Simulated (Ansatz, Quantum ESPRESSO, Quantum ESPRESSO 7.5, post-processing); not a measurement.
# Al(111) with five reversed steps (a twin lamella): ballistic transmission

How well does the junction conduct in the ballistic limit? It is: Al(111) with five reversed steps (a twin lamella).

Program: Quantum ESPRESSO 7.5. Level of theory: plane-wave DFT, PBEsol, GBRV ultrasoft pseudopotentials (cross-check by Ansatz 0.2.0 with PAW datasets). Results are calculated unless marked as measured.

This is a report of a sequence of runs, with most program output left out.

## 1. The structure

The cell holds 25 atoms: 25 Al. Its edges and angles: a = 2.857 Å, b = 2.857 Å, c = 58.312 Å, α = 90.0°, β = 90.0°, γ = 60.0°. It derives from Al. Regions: left lead, 9 atoms (9 Al); channel, 7 atoms (7 Al); right lead, 9 atoms (9 Al). The structure is stacked along c, and the current runs across the ab planes.

## 2. SCF with pw.x

One periodic cell holds a stretch of lead, the junction and more lead; the atoms stay as built.

Input file scf.in:

```
&control
  prefix = 'scf'
  outdir = './out'
  pseudo_dir = './pseudo'
  calculation = 'scf'
  tprnfor = .true.
/
&system
  ibrav = 0
  nat = 25
  ntyp = 1
  ecutwfc = 40
  ecutrho = 200
  occupations = 'smearing'
  smearing = 'mv'
  degauss = 0.01
/
&electrons
  conv_thr = 1e-07
  mixing_beta = 0.25
  electron_maxstep = 120
  mixing_mode = 'local-TF'
/
ATOMIC_SPECIES
  Al  26.9815  al_pbesol_v1.uspp.F.UPF
CELL_PARAMETERS angstrom
  2.85671139599365 0.00000000000000 0.00000000000000
  1.42835569799683 2.47398464021101 0.00000000000000
  0.00000000000000 0.00000000000000 58.31237718815221
ATOMIC_POSITIONS crystal
  Al  0.000000000000 0.000000000000 0.000000000000
  Al  0.333333333000 0.333333333000 0.040000000000
  Al  0.666666667000 0.666666667000 0.080000000000
  Al  0.000000000000 0.000000000000 0.120000000000
  Al  0.333333333000 0.333333333000 0.160000000000
  Al  0.666666667000 0.666666667000 0.200000000000
  Al  0.000000000000 0.000000000000 0.240000000000
  Al  0.333333333000 0.333333333000 0.280000000000
[... 13 atom lines left out ...]
  Al  0.666666667000 0.666666667000 0.840000000000
  Al  0.000000000000 0.000000000000 0.880000000000
  Al  0.333333333000 0.333333333000 0.920000000000
  Al  0.666666667000 0.666666667000 0.960000000000
K_POINTS automatic
  10 10 1 0 0 0
```

Run with:

```
$ OMP_NUM_THREADS=1 mpirun -n 2 pw.x -nk 2 -in scf.in > scf.out
```

It took 13 min on 2 MPI ranks of Arm Neoverse N1, shared host; peak memory 0.59 GiB.

This step gave:

```
free energy  : -2266.2861 eV
Fermi energy : 7.975 eV
```

The run needed 35 iterations to bring the estimated error under 1e-07 Ry; the largest force on any atom, held or free, is 0.03 eV/Å.

## 3. Transmission with pwcond.x

prefixt takes both regions from one run: the lead from 0 to bdl, the scattering region from bdl to bds (units of alat). ikind = 1 puts the same lead on both sides. The program's T_tot counts both spins in a run without spin; the tables below give T per spin.

Input file cond.in:

```
&inputcond
  outdir = './out'
  prefixt = 'scf'
  tran_file = 'cond.dat'
  bdl = 2.4494897419
  bds = 20.4124145238
  ikind = 1
  ewind = 4.0
  epsproj = 1e-05
  nz1 = 7
  energy0 = 0.4
  denergy = -0.4
/
19
  0.00000000 0.00000000 0.00694444
  0.00000000 0.08333333 0.04166667
  0.00000000 0.16666667 0.04166667
  0.00000000 0.25000000 0.04166667
  0.00000000 0.33333333 0.04166667
  0.00000000 0.41666667 0.04166667
  0.00000000 0.50000000 0.02083333
  0.08333333 0.16666667 0.04166667
  0.08333333 0.25000000 0.08333333
  0.08333333 0.33333333 0.08333333
  0.08333333 0.41666667 0.08333333
  0.08333333 0.50000000 0.08333333
  0.16666667 0.33333333 0.04166667
  0.16666667 0.41666667 0.08333333
  0.16666667 0.50000000 0.08333333
  0.16666667 0.58333333 0.04166667
  0.25000000 0.50000000 0.04166667
  0.25000000 0.58333333 0.08333333
  0.33333333 0.66666667 0.01388889
3
```

Run with:

```
$ OMP_NUM_THREADS=1 mpirun -n 2 pwcond.x -in cond.in > cond.out
```

Wall time 4.1 min (2 MPI ranks); peak memory 0.16 GiB; 8.1 min of CPU time.

Read from the output:

| Property | Result |
| --- | --- |
| lead channels at the Fermi level, one spin | 1.257 |
| transmission at the Fermi level, one spin | 1.013 |
| conductance | 1.013 G₀ |

Per spin; mean over the k mesh across the current. The open channels, zone mean by energy, zero at the Fermi level:

```csv
energy (eV),"open channels, zone mean"
-0.400,1.38
0.000,1.26
0.400,1.38
```

Per spin; mean over the k mesh across the current. Transmission, zone mean against energy, zero at the Fermi level:

```csv
energy (eV),"transmission, zone mean"
-0.400,0.955
0.000,1.01
0.400,1.20
```

At 0.000 eV; k in fractions of b1, b2. Transmission by k point:

```csv
k1,k2,weight,t,channels
0,0,0.006944,1,1
0,0.08333,0.04167,1,1
0,0.1667,0.04167,1,1
0,0.25,0.04167,0.9996,1
0,0.3333,0.04167,0.01431,1
0,0.4167,0.04167,1.916,2
0,0.5,0.02083,1.972,2
0.08333,0.1667,0.04167,1,1
0.08333,0.25,0.08333,1,1
0.08333,0.3333,0.08333,0.9792,1
0.08333,0.4167,0.08333,1.486,2
0.08333,0.5,0.08333,1.96,2
0.1667,0.3333,0.04167,0.9992,1
0.1667,0.4167,0.08333,0.08087,1
0.1667,0.5,0.08333,0.9915,1
0.1667,0.5833,0.04167,1.936,2
0.25,0.5,0.04167,0.6761,1
0.25,0.5833,0.08333,0.3168,1
0.3333,0.6667,0.01389,0,0
```

At no point does T exceed the number of channels.

## 4. The open system, with ewind = 1.0

A sensitivity test on the input.

cond.w.in, as its differences from the input of step 3:

```diff
@@ -3,3 +3,3 @@
   prefixt = 'scf'
-  tran_file = 'cond.dat'
+  tran_file = 'cond.w.dat'
   bdl = 2.4494897419
@@ -7,3 +7,3 @@
   ikind = 1
-  ewind = 4.0
+  ewind = 1.0
   epsproj = 1e-05
```

Run with:

```
$ OMP_NUM_THREADS=1 mpirun -n 2 pwcond.x -in cond.w.in > cond.w.out
```

It took 2.5 min on 2 MPI ranks; peak memory 0.14 GiB.

The changed values were drawn from a wide range, not chosen for quality; the comparison shows what they did here together.

Beside the run it was changed from:

```csv
quantity,this run,unchanged run,difference
"transmission at the Fermi level, one spin",1.013,1.013,-2.7e-4
"lead channels at the Fermi level, one spin",1.257,1.257,0
wall time (s),152,244,
```

Over all energies T moves by up to 2.7e-4, at 0 eV.

The physical values in this table stay within 0.05 %.

## 5. Cross-check with Ansatz

A second code with its own PAW datasets, on the same atoms.

Level of this step: plane-wave DFT, PBEsol, Ansatz PAW (Ansatz 0.2.0).

Input file input.yaml:

```yaml
crystal:
  lattice:
    - [2.856711396, 0.0, 0.0]
    - [1.428355698, 2.4739846402, 0.0]
    - [0.0, 0.0, 58.3123771882]
  atoms:
    - { symbol: Al, position: [0.0, 0.0, 0.0] }
    - { symbol: Al, position: [0.333333333, 0.333333333, 0.04] }
    - { symbol: Al, position: [0.666666667, 0.666666667, 0.08] }
    - { symbol: Al, position: [0.0, 0.0, 0.12] }
    - { symbol: Al, position: [0.333333333, 0.333333333, 0.16] }
    - { symbol: Al, position: [0.666666667, 0.666666667, 0.2] }
    - { symbol: Al, position: [0.0, 0.0, 0.24] }
    - { symbol: Al, position: [0.333333333, 0.333333333, 0.28] }
[... 13 atom lines left out ...]
    - { symbol: Al, position: [0.666666667, 0.666666667, 0.84] }
    - { symbol: Al, position: [0.0, 0.0, 0.88] }
    - { symbol: Al, position: [0.333333333, 0.333333333, 0.92] }
    - { symbol: Al, position: [0.666666667, 0.666666667, 0.96] }
kpoints:
  mp_grid: { grid: [10, 10, 1] }
hamiltonian:
  xc: pbesol
scf:
  occupations: { method: fermi_dirac, width: 0.1 }
  convergence: { dr2_threshold: 1.0e-08 }
output:
  transmission: { leads: [[0, 3]], e_range: [-0.4, 0.4], de: 0.4, kmesh: [12, 12] }
  write_potential: true
  write_density: true
  volumetric_format: npy
  elf: true
```

Run with:

```
$ ansatz run input.yaml --threads 2 --pin off --max-ram 4096MiB --backend cpu --events-out ev --progress --plain --runs-dir out
```

Elapsed: 69 s, on 2 threads; peak memory 0.79 GiB; 2.2 min of CPU time.

Read from the output:

```
free energy                                  : -13113.6775 eV
energy at zero smearing                      : -13113.4862 eV
smearing term TS                             : 0.3826 eV
Fermi energy                                 : 7.947 eV
symmetry operations                          : 12
transmission at the Fermi level, one spin    : 1.007
lead channels at the Fermi level, one spin   : 1.340
step of the lead's Hamiltonian over a period : 2.3 meV
```

Per spin; mean over the k mesh across the current. Table of transmission, zone mean by energy, zero at the Fermi level:

```csv
energy (eV),"transmission, zone mean"
-0.400,0.907
0.000,1.01
0.400,1.18
```

Per spin; mean over the k mesh across the current. The open channels, zone mean by energy, zero at the Fermi level:

```csv
energy (eV),"open channels, zone mean"
-0.400,1.22
0.000,1.34
0.400,1.38
```

Electrostatic potential energy in the ca plane at fractional y = 0.333, with atoms of Al within 0.2 Å of it. With pseudopotentials it is smooth inside the atoms' cores, unlike the true potential.

Ten even steps from '0' (-9.15 × 1e0 eV) to '9' (9.69 × 1e0 eV), each cell a mean:
```
78997312687511589887899741268987789862136874
78997312687511489987899731268987789862136874
24788645788644688632478864578853358875458886
00488877899877887200037887788610005888789998
51179999999999985025117999998404403899999999
51179999999999995035116999998305502899999999
00379878999888887100037887888500005888789998
14788645788755788631378864578852247875468986
```
Columns run along c (16.0 Å, from fractional 0.36 to 0.64 of the cell; values clipped at the 3rd and 97th percentile), rows up along a (2.9 Å). Atoms in or near the plane, at fractional coordinates: Al at (0.48, 0.33), Al at (0.56, 0.33).

Valence density in the ca plane at fractional y = 0.333, with atoms of Al within 0.2 Å of it. It is the smooth field of the valence electrons, not physical close to the nuclei.

Values in e/Å³, 5 rows by 16 columns, each cell a mean:
```
0.19 0.18 0.21 0.20 0.21 0.19 0.19 0.19 0.18 0.20 0.18 0.20 0.18 0.20 0.21 0.21
0.20 0.19 0.21 0.18 0.21 0.19 0.20 0.20 0.19 0.21 0.19 0.20 0.19 0.20 0.20 0.19
0.13 0.20 0.19 0.14 0.18 0.20 0.15 0.14 0.19 0.20 0.20 0.11 0.18 0.19 0.16 0.15
0.12 0.20 0.18 0.13 0.17 0.20 0.14 0.13 0.19 0.19 0.20 0.09 0.18 0.19 0.15 0.14
0.19 0.19 0.21 0.17 0.20 0.19 0.19 0.19 0.19 0.21 0.19 0.18 0.19 0.20 0.19 0.18
```
Columns run along c (16.0 Å, from fractional 0.36 to 0.64 of the cell), rows up along a (2.9 Å). Atoms in or near the plane, at fractional coordinates: Al at (0.48, 0.33), Al at (0.56, 0.33).

Ansatz finds T = 1.01 against pwcond's 1.01.

## 6. All levels side by side

All levels:

```csv
step,T at the Fermi level (per spin),conductance (G0),r.m.s. T(E) from the first,CPU time of the step (s),peak memory (GiB)
Ansatz,1.007,-,0,132,0.789
pwcond,1.013,1.013,0.02985,486.8,0.16
"pwcond, changed setting",1.013,1.013,0.02977,304.8,0.14
```

Per spin; mean over the k mesh across the current. Transmission, zone mean against energy, zero at the Fermi level:

```csv
energy (eV),Ansatz,pwcond,"pwcond, changed setting"
-0.400,0.907,0.955,0.955
0.000,1.01,1.01,1.01
0.400,1.18,1.20,1.20
```

## 7. The arithmetic

The Landauer sum over the mesh, Σ w T = 0.0833 × 1.96 + 0.0833 × 1.49 + 0.0833 × 1 + … = 1.013.

G = 1.01 × 77.48 µS = 78.5 µS a cell. Times the area of 7.067 Å², the resistance-area product is A/G = 0.900 fΩ m², the leads' contact resistance included.

Free electrons at 3 an atom (3 atoms in 49.5 Å³) have k_F = 1.753 1/Å and offer A k_F²/4π = 1.73 channels per spin; the lead has 1.26 on this mesh.

## 8. What came out

| Item | Value |
| --- | --- |
| conductance from T at the Fermi level, a cell (G₀ = 2e²/h) | 1.01 G₀ |
| conductance per area | 1111 S/μm² |
| lead channels per spin | 1.26 |
| the same conductance by Ansatz | 1.01 G₀ |

What this shows: The junction conducts 1.01 G₀ a cell at the Fermi level (PBEsol, GBRV ultrasoft). At the Fermi level the junction passes 81 % of what the leads offer. At the Fermi level pwcond and Ansatz differ by 0.61 %, a close match. The codes count unlike numbers of lead channels on 8 % of the mesh. The mean rests on 19 distinct points, the heaviest weighing 0.08, and the mesh was not tested, so even the second digit is unsure. Over -0.4 to 0.4 eV, T lies between 0.96 and 1.2 per spin. The geometry is as built, not relaxed, and the leads are short.

[Logs are printed without paths, hosts, clocks, repeated set-up lines and the standing remarks that a program may print on its own settings, such as how far it seeks lower states.]

[Hosts, paths, dates, database ids (printed as entryN), source tags and the programs' standing remarks are cut or masked in the printed files.]

[Maps of the electrostatic potential energy from Ansatz leave out the sawtooth potential of an applied field or a dipole correction, so their vacuum need not be flat; planar profiles and work functions include it.]
